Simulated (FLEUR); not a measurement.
# Magnetic state of GdNi2 from several starts, part 3 of 3

Does GdNi2 prefer parallel or opposed moments?

FLEUR MaX-R8.1; LDA (VWN) with U = 6.7 eV, J = 0.7 eV on Gd f; all-electron FLAPW, Dirac cores, scalar-relativistic bands.

So far, largest spin moment in the muffin-tin sphere (μB): step 2 (order 1, typed as ferro ++++++) 7.17; step 3 (order 2, typed as antiferro +-++--) 7.09.

**6. Spin–orbit coupling, moments along [001]**

Level of this step: LDA (VWN) with U = 6.7 eV, J = 0.7 eV on Gd f; all-electron FLAPW, Dirac cores, scalar-relativistic bands with spin-orbit coupling (FLEUR).

Spin–orbit coupling ties the spins to the lattice and lets orbital moments form.

A new self-consistent run of the start ferro ++++++, with the moments along z. Here n_mmp_mat seeds f states of whole m by Hund's three rules. The seed on Ni dies away in this run, so the pattern is judged on the other seeded atoms.

Input file inp.xml:

```
<?xml version="1.0" encoding="UTF-8" standalone="no"?>
<fleurInput fleurInputVersion="0.39">
   <comment>
      GdNi2
   </comment>
   <calculationSetup>
      <cutoffs Kmax="3.6" Gmax="10.8" GmaxXC="10.8" numbands="228"/>
      <scfLoop itmax="130" minDistance="0.0001" maxIterBroyd="15" imix="Anderson" alpha="0.05" precondParam="0.0" spinf="2.0" sdNocoIR="T"/>
      <coreElectrons ctail="T" frcor="F" kcrel="0" coretail_lmax="0"/>
      <xcFunctional name="vwn" relativisticCorrections="F"/>
      <magnetism jspins="2"/>
      <soc l_soc="T" theta="0.0" phi="0.0" spav="F"/>
      <expertModes spex="0" secvar="F"/>
      <geometryOptimization l_f="F" forcealpha="1.0" forcemix="BFGS" epsdisp="0.00001" epsforce="0.00001"/>
      <ldaU l_linMix="F" mixParam="0.05" spinf="1.0"/>
   </calculationSetup>
   <cell>
      <bzIntegration valenceElectrons="108.0" mode="hist" fermiSmearingEnergy="0.00293995">
         <kPointListSelection listName="default-1"/>
         <xi:include xmlns:xi="http://www.w3.org/2001/XInclude" href="kpts.xml"> </xi:include>
      </bzIntegration>
      <xi:include xmlns:xi="http://www.w3.org/2001/XInclude" href="sym.xml"> </xi:include>
      <bulkLattice scale="1.0">
         <bravaisMatrix>
            <row-1>    0.0000000000000000     6.7521339302463481     6.7521339302463481</row-1>
            <row-2>    6.7521339302463481     0.0000000000000000     6.7521339302463481</row-2>
            <row-3>    6.7521339302463481     6.7521339302463481     0.0000000000000000</row-3>
         </bravaisMatrix>
      </bulkLattice>
   </cell>
   <atomSpecies>
      <species name="Gadolinium7.000" element="Gd" atomicNumber="64">
         <mtSphere radius="2.8" gridPoints="925" logIncrement="0.014"/>
         <atomicCutoffs lmax="10" lnonsphr="8"/>
         <electronConfig flipSpins="F">
            <coreConfig>(1s1/2) (2s1/2) (2p1/2) (2p3/2) (3s1/2) (3p1/2) (3p3/2) (4s1/2) (3d3/2) (3d5/2) (4p1/2) (4p3/2) (4d3/2) (4d5/2)</coreConfig>
            <valenceConfig>(5s1/2) (5p1/2) (5p3/2) (6s1/2) (4f5/2) (4f7/2) (5d3/2) (5d5/2)</valenceConfig>
            <stateOccupation state="(4f5/2)" spinUp="2.5" spinDown="0.5"/>
            <stateOccupation state="(4f7/2)" spinUp="4.0" spinDown="0.0"/>
            <stateOccupation state="(5d3/2)" spinUp="0.4" spinDown="0.0"/>
            <stateOccupation state="(5d5/2)" spinUp="0.6" spinDown="0.0"/>
         </electronConfig>
         <energyParameters s="6" p="6" d="5" f="4"/>
         <ldaU l="3" U="6.7" J="0.7" l_amf="F"/>
         <lo type="SCLO" l="0" n="5" eDeriv="0"/>
         <lo type="SCLO" l="1" n="5" eDeriv="0"/>
      </species>
      <species name="Nickel (Ni1.001" element="Ni" atomicNumber="28">
         <mtSphere radius="2.33" gridPoints="771" logIncrement="0.016"/>
         <atomicCutoffs lmax="8" lnonsphr="6"/>
         <electronConfig flipSpins="F">
            <coreConfig>(1s1/2) (2s1/2) (2p1/2) (2p3/2)</coreConfig>
            <valenceConfig>(3s1/2) (3p1/2) (3p3/2) (4s1/2) (3d3/2) (3d5/2)</valenceConfig>
            <stateOccupation state="(3d3/2)" spinUp="1.6" spinDown="1.6"/>
            <stateOccupation state="(3d5/2)" spinUp="2.9005" spinDown="1.8995"/>
         </electronConfig>
         <energyParameters s="4" p="4" d="3" f="4"/>
         <lo type="SCLO" l="0" n="3" eDeriv="0"/>
         <lo type="SCLO" l="1" n="3" eDeriv="0"/>
      </species>
   </atomSpecies>
   <atomGroups>
      <atomGroup species="Gadolinium7.000">
         <relPos label="                   1">-1.000/8.000 -1.000/8.000 -1.000/8.000</relPos>
         <relPos label="                   2">1.000/8.000 1.000/8.000 1.000/8.000</relPos>
         <force calculate="T" relaxXYZ="TTT"/>
      </atomGroup>
      <atomGroup species="Nickel (Ni1.001">
         <relPos label="                   3">1.000/2.000 1.000/2.000 1.000/2.000</relPos>
         <relPos label="                   4">.0000000000 1.000/2.000 1.000/2.000</relPos>
         <relPos label="                   5">1.000/2.000 .0000000000 1.000/2.000</relPos>
         <relPos label="                   6">1.000/2.000 1.000/2.000 .0000000000</relPos>
         <force calculate="T" relaxXYZ="TTT"/>
      </atomGroup>
   </atomGroups>
   <output dos="F" band="F" slice="F">
      <bandDOS minEnergy="-.5*Htr" maxEnergy="0.5*Htr" sigma="0.015" storeEVData="T"/>
      <plotting iplot="0" polar="F">
         <plot TwoD="T" vec1="  1.0  0.0  0.0" vec2="  0.0  1.0  0.0" vec3="  0.0  0.0  1.0" zero="  0.0  0.0  0.0" file="plot"/>
      </plotting>
      <moessbauerParams electricFieldGradient="F" isomerShift="F" coreHyperfine="F" valenceHyperfine="F"/>
   </output>
</fleurInput>
```

Input file crystal.txt:

```
GdNi2
&input film=F cartesian=F /
0.00000000000  3.57307540090  3.57307540090
3.57307540090  0.00000000000  3.57307540090
3.57307540090  3.57307540090  0.00000000000
1.8897261246
1.0 1.0 1.0

6
64 0.00000000000  0.00000000000  0.00000000000 : 7.000
64 0.25000000000  0.25000000000  0.25000000000 : 7.000
28 0.62500000000  0.62500000000  0.62500000000 : 1.001
28 0.12500000000  0.62500000000  0.62500000000 : 1.001
28 0.62500000000  0.12500000000  0.62500000000 : 1.001
28 0.62500000000  0.62500000000  0.12500000000 : 1.001

&soc 0.0000000 0.0000000 /
&kpt div1=8 div2=8 div3=8 gamma=T /
```

Started as:

```console
$ OMP_NUM_THREADS=1 inpgen -f crystal.txt > inpgen.log  # inp.xml is then edited as shown
$ OMP_NUM_THREADS=1 mpirun -n 4 fleur_MPI > fleur.log
```

The log of the run:

```text
[banner, memory and clock lines left out]
Welcome to FLEUR        (www.flapw.de)
      MaX-Release 8.1          (www.max-centre.eu)

 ========== k-point set info ==========
 Selected k-point list: default-1
 k-point list type: mesh
 0 x 0 x 0
 Number of k points: 80

 [... set-up left out ...]
 Iteration:     1   Distance:      33.27249757 me/bohr^3
 Iteration:     2   Distance:      31.44978399 me/bohr^3
 Iteration:     3   Distance:      25.93778577 me/bohr^3
 Iteration:     4   Distance:      33.44780895 me/bohr^3
 Iteration:     5   Distance:       7.31639331 me/bohr^3
 Iteration:     6   Distance:       6.92564161 me/bohr^3
 Iteration:     7   Distance:       8.84105636 me/bohr^3
 Iteration:     8   Distance:       5.20599765 me/bohr^3
 Iteration:     9   Distance:       3.89720133 me/bohr^3
 Iteration:    10   Distance:       3.12211195 me/bohr^3
 Iteration:    11   Distance:       2.73144162 me/bohr^3
 Iteration:    12   Distance:       3.55783117 me/bohr^3
 Iteration:    13   Distance:       1.66929547 me/bohr^3
 Iteration:    14   Distance:       0.79606518 me/bohr^3
[... lines left out ...]
 Iteration:    23   Distance:       0.00818991 me/bohr^3
 Iteration:    24   Distance:       0.00464160 me/bohr^3
 Iteration:    25   Distance:       0.00523543 me/bohr^3
 Iteration:    26   Distance:       0.00107570 me/bohr^3
 Iteration:    27   Distance:       0.00046179 me/bohr^3
 Iteration:    28   Distance:       0.00014089 me/bohr^3
 Iteration:    29   Distance:       0.00004628 me/bohr^3

 ********************************************************************
 Run finished successfully
 Stop message:
   all done
 ********************************************************************

--- out.xml (last complete iteration) ---
<iteration numberForCurrentRun="   29" overallNumber="   29">
         [... left out ...]
         <bandgap value="0.0000000000" units="eV"/>
         <sumValenceSingleParticleEnergies value="-69.5179361220" units="Htr"/>
         <FermiEnergy value="0.3663147303" units="Htr"/>
         [... left out ...]
         <magneticMomentsInMTSpheres units="muBohr">
            <globalMagMoment atomType="1" vec="0.00000   0.00000   7.15494"/>
            <globalMagMoment atomType="2" vec="0.00000   0.00000  -0.10474"/>
         </magneticMomentsInMTSpheres>
         <orbitalMomentsInMTSpheres units="muBohr">
            <globalMagMoment atomType="1" vec="0.00000   0.00000  -0.00530"/>
            <globalMagMoment atomType="2" vec="0.00000   0.00000  -0.01067"/>
         </orbitalMomentsInMTSpheres>
         [... left out ...]
         <totalEnergy value="   -28619.7978744092" units="Htr">
            <sumOfEigenvalues value="   -17347.3305533066">
               <coreElectrons value="-17277.8126171847"/>
               <valenceElectrons value="-69.5179361220"/>
            </sumOfEigenvalues>
         [... left out ...]
            <freeEnergy value="-28619.8002089962"/>
            <extrapolationTo0K value="-28619.7990417027"/>
         </totalEnergy>
         [... left out ...]
         <ldaUDensityMatrixConvergence>
            <distance spin="1" distance="0.000000"/>
            <distance spin="2" distance="0.000000"/>
         </ldaUDensityMatrixConvergence>
         <densityConvergence units="me/bohr^3">
            <chargeDensity spin="1" distance="0.0000370087"/>
            <chargeDensity spin="2" distance="0.0000124908"/>
            <overallChargeDensity distance="0.0000462808"/>
            <spinDensity distance="0.0000301566"/>
         </densityConvergence>
      </iteration>
```

The job ended after 25 min (4 MPI ranks of Intel Xeon Platinum 8259CL at 2.50GHz (Skylake/Cascade Lake), shared host; peak memory 1.2 GiB).

Spin moment in the muffin-tin sphere by atom:

| atom | spin moment in the muffin-tin sphere (μB) |
| --- | --- |
| Gd1 | 7.15 |
| Gd2 | 7.15 |
| Ni3 | -0.10 |
| Ni4 | -0.10 |
| Ni5 | -0.10 |
| Ni6 | -0.10 |

Read from the output:

- free energy: -778784.4378 eV
- program's band gap on this mesh (in a metal only a level spacing): 0 eV
- magnetization: 14.18 μB
- final state: ferromagnetic, with opposed induced moments
- orbital moment along the spin: -0.0053 μB

Orbital moment in the sphere, along the spin axis by atom:

```csv
atom,"orbital moment in the sphere, along the spin axis (μB)"
Gd1,-0.0053
Gd2,-0.0053
Ni3,-0.0107
Ni4,-0.0107
Ni5,-0.0107
Ni6,-0.0107
```

**7. Outcome**

| Property | Result |
| --- | --- |
| lowest state found | ferromagnetic (typed ferro ++++++) |
| largest site spin moment | 7.17 μB |
| next finished state | antiferromagnetic, 6.41 meV a seeded atom higher |
| orbital moment on the atom of largest spin, along its spin (spin–orbit run) | -0.0053 μB |
| spin plus orbital moment | Gd 7.15 μB |

What this shows: The lowest state found is ferromagnetic, reached from the start ferro ++++++, with moments up to 7.17 μB. The next finished state costs 6.4 meV a seeded atom. The shell is near half filling, where Hund's rules give no orbital moment. This is the lowest of 2 finished starts, no proof of the ground state. With 6 seeded atoms in the first cell, sign patterns within that cell may remain untried. The f shell is half filled, so the spin-only picture is fair.

[Logs and program files are shortened in this print: banners, set-up blocks, solver, clock and traceback lines can be left out without a mark of their own.]

[Logs are printed without paths, hosts, clocks, repeated set-up lines and the standing remarks that a program may print on its own settings, such as how far it seeks lower states.]

[Hosts, paths, dates, database ids (printed as entryN), source tags and the programs' standing remarks are cut or masked in the printed files.]

[Where a cell is said to come from a database of computed structures, the database is the Materials Project.]
